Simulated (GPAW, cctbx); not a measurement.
# CuSiPtRh4: what bonding does to one electron reflection, worked out

CuSiPtRh4, P4/mmm (no. 123), a = 3.9302 Å, b = 3.9302 Å, c = 6.6117 Å, α = 90.00°, β = 90.00°, γ = 90.00°.

```
atom  mult.    x    y       z
 Pt1      1    0    0       0
 Rh1      4  1/2    0  0.7118
 Cu1      1  1/2  1/2       0
 Si1      1    0    0     1/2
```

The cell comes from substitution in a known structure type and wasn't matched to any measured phase.

A DFT run (GPAW, PBE, 450 eV, 6×6×4 k-points (along the axes of the calculation cell), Fermi–Dirac width 0.1 eV) gives the static X-ray structure factor of 001 as 49.519 e for the conventional cell; superposed free atoms give 49.709 e. **Problem.** Find the Fourier component V of the crystal potential and the two-beam extinction distance at 200 kV in both cases.

## Step 1: Geometry

The cell volume is Ω = 102.13 Å³ and d(001) = 6.6117 Å, so g = 1/d = 0.1512 Å⁻¹.

## Step 2: The nuclei

Electrons feel nuclei as well as electrons, so the nuclear charges are summed with the same phases.

Phase sums Σ exp(2πi h·x), turned so that the total is real and positive: Pt +1.000, Rh -0.950, Cu +1.000, Si -1.000. Then F_Z = 78 × (+1.000) + 45 × (-0.950) + 29 × (+1.000) + 14 × (-1.000) = 50.26 e. The electron term has the same sign for this reflection.

## Step 3: Mott–Bethe

Poisson's equation, term by term, gives V = (e/4πε₀)(F_Z − F)/(πΩg²), with e/4πε₀ = 14.3996 V Å.

The prefactor is 14.3996 × 6.6117²/(π × 102.13) = 1.96191 V per electron. Free atoms: (50.26 − 49.709) × 1.96191 = 1.083 V. Crystal: (50.26 − 49.519) × 1.96191 = 1.456 V. F changes by -0.38 % and V by +34.4 %: the same 0.19 e is measured against F_Z − F = 0.6 e in place of F = 49.7 e.

## Step 4: Extinction distance

In the two-beam case ξ = 1/(λU) with U = 2γm₀eV/h², that is ξ = 150.41 V Å²/(γλV).

At 200 kV, λ = 0.02508 Å and γ = 1.3914. Free atoms: ξ = 3980 Å. Crystal: ξ = 2961 Å. The thickness fringes go as sin²(πt/ξ), so the two patterns slip by a quarter of a period when t|1/ξ₁ − 1/ξ₀| = 1/4, at t ≈ 289 nm. Thermal motion, absorption and many-beam coupling, left out here, change a real pattern.

## Step 5: Answer

V(001) is 1.46 V against 1.08 V, and ξ is 2961 against 3980 Å. Limits: static atoms, two beams.

[Outputs are excerpts: Python notices, other lines and further rows are left out; steps that failed or that the build refused (PBEsol, TPSS) are not shown.]

[Logs are printed without paths, hosts, clocks, repeated set-up lines and the standing remarks that a program may print on its own settings, such as how far it seeks lower states.]
